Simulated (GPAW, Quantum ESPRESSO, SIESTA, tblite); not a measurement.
# Which run comes nearest? C(111) slab, H on the bottom face (176 atoms)

The cell holds 176 atoms: 160 C and 16 H. Cell: a = 10.089 Å, b = 10.089 Å, c = 19.842 Å, α = 90.0°, β = 90.0°, γ = 120.0°. It derives from C (diamond-structure). Diamond-structure C (a = 3.567 Å), (111) slab of 10 atomic planes, 4 x 4 surface cells, H on the broken bonds of the bottom face, 10 Å of vacuum; displaced by a Gaussian of 0.02 Å. Then every atom was moved at random, 0.05 Å r.m.s. a Cartesian component (hydrogen 0.6 of that). Regions: slab, 160 atoms (160 C); hydrogen, 16 atoms (16 H). Vacuum lies along c.

Geometry: as built.

The reference, a calculation:

| Property | Result |
| --- | --- |
| method | Kohn-Sham DFT, PBE, SSSP efficiency 1.3.0 pseudopotentials, plane waves (Quantum ESPRESSO 7.5); sssp-pbe-1.3.0-efficiency, cutoffs 60/480 Ry, Γ point |
| r.m.s. force component | 2.267 eV/Å |
| longest force | 8.715 eV/Å |
| time | 24 min on 4 MPI ranks of Arm Neoverse N1, shared host |
| CPU time | 1.6 h |

Q: Estimate the differences from the reference, the CPU time and the memory of each run.
- tblite GFN1-xTB (tblite 0.8.0; 1 thread)
- GPAW PBE, LCAO dzp, h 0.2 Å (GPAW 26.7.0; 4 MPI ranks)
- GPAW PBE, LCAO sz(dzp), h 0.2 Å (GPAW 26.7.0; 1 thread)
- GPAW PBE, LCAO dzp, h 0.22 Å (GPAW 26.7.0; 4 MPI ranks)
- SIESTA PBE, DZP, shift 0.01 Ry, mesh 300 Ry (SIESTA 5.4.2; 4 MPI ranks)
- SIESTA PBE, SZ, shift 0.01 Ry, mesh 300 Ry (SIESTA 5.4.2; 1 thread)
- SIESTA PBE, DZP, shift 0.01 Ry, mesh 150 Ry (SIESTA 5.4.2; 4 MPI ranks)
- GPAW PBE, LCAO szp(dzp), h 0.2 Å (GPAW 26.7.0; 2 MPI ranks)
- GPAW PBE, LCAO dzp, h 0.2 Å, other mixer settings (GPAW 26.7.0; 4 MPI ranks)

Differences are against the plane-wave reference, forces as r.m.s. over components; share is that over the reference's r.m.s. force, slope the least-squares factor from reference forces to these. Total energies of different programs have different zeros and aren't compared.

| run | Δ force, r.m.s. (meV/Å) | share (%) | slope | cores | CPU time | memory (GiB) |
| --- | --- | --- | --- | --- | --- | --- |
| reference | - | - | - | 4 | 1.6 h | 10.0 |
| tblite GFN1-xTB | 386 | 17.0 | 1.010 | 1 | 12 s | 0.15 |
| GPAW PBE, LCAO dzp, h 0.2 Å | 170 | 7.49 | 1.044 | 4 | 55 min | 4.1 |
| GPAW PBE, LCAO sz(dzp), h 0.2 Å (coarse) | 988 | 43.6 | 1.228 | 1 | 4.9 min | 0.96 |
| GPAW PBE, LCAO dzp, h 0.22 Å (coarse) | 172 | 7.61 | 1.045 | 4 | 50 min | 3.8 |
| SIESTA PBE, DZP, shift 0.01 Ry, mesh 300 Ry | 216 | 9.55 | 1.062 | 4 | 36 min | 2.6 |
| SIESTA PBE, SZ, shift 0.01 Ry, mesh 300 Ry (coarse) | 1125 | 49.6 | 1.276 | 1 | 5.8 min | 0.74 |
| SIESTA PBE, DZP, shift 0.01 Ry, mesh 150 Ry (coarse) | 217 | 9.55 | 1.062 | 4 | 20 min | 2.0 |
| GPAW PBE, LCAO szp(dzp), h 0.2 Å (coarse) | 549 | 24.2 | 1.088 | 2 | 19 min | 1.8 |
| GPAW PBE, LCAO dzp, h 0.2 Å, other mixer settings | 170 | 7.51 | 1.045 | 4 | 60 min | 4.0 |

Rows marked coarse were listed beforehand as settings not expected to be converged; some can still land near the reference.

CPU time is summed over cores on a shared host, where runs went side by side, so it is rough. Symmetry, cutoffs, thresholds, outputs and thread counts weren't matched or tuned between programs; memory under MPI is the largest rank's times the ranks.

The PBE runs in local orbitals, coarse settings apart, differ by 7.5 % (GPAW PBE, LCAO dzp, h 0.2 Å) to 9.5 % (SIESTA PBE, DZP, shift 0.01 Ry, mesh 300 Ry); basis, grid and potentials can all enter. Tight binding differs by 17 % (tblite GFN1-xTB); it is another model, with fitted parameters of its own, and the xTB methods hold dispersion. Runs with settings chosen to be coarse differ by 7.6 % (GPAW PBE, LCAO dzp, h 0.22 Å) to 50 % (SIESTA PBE, SZ, shift 0.01 Ry, mesh 300 Ry), their programs' other errors included. Of the electronic-structure runs that take under half the reference's CPU time, SIESTA PBE, DZP, shift 0.01 Ry, mesh 300 Ry is among the nearest, at 9.5 % in 36 min against 1.6 h. Periodic xTB results under one method name differ between programs and library versions. With short bonds to hydrogen, sets of potentials differ among themselves by several per cent in forces even at converged cutoffs, so the reference isn't exact here either. The runs have no spin polarisation, so any moments at edges, vacancies or dangling bonds can't form. The electronic-structure runs sample only Γ, in a cell whose shortest periodic width is 9 Å, which is coarse for a cell with partly filled levels.

[Hosts, paths, dates, database ids (printed as entryN), source tags and the programs' standing remarks are cut or masked in the printed files.]
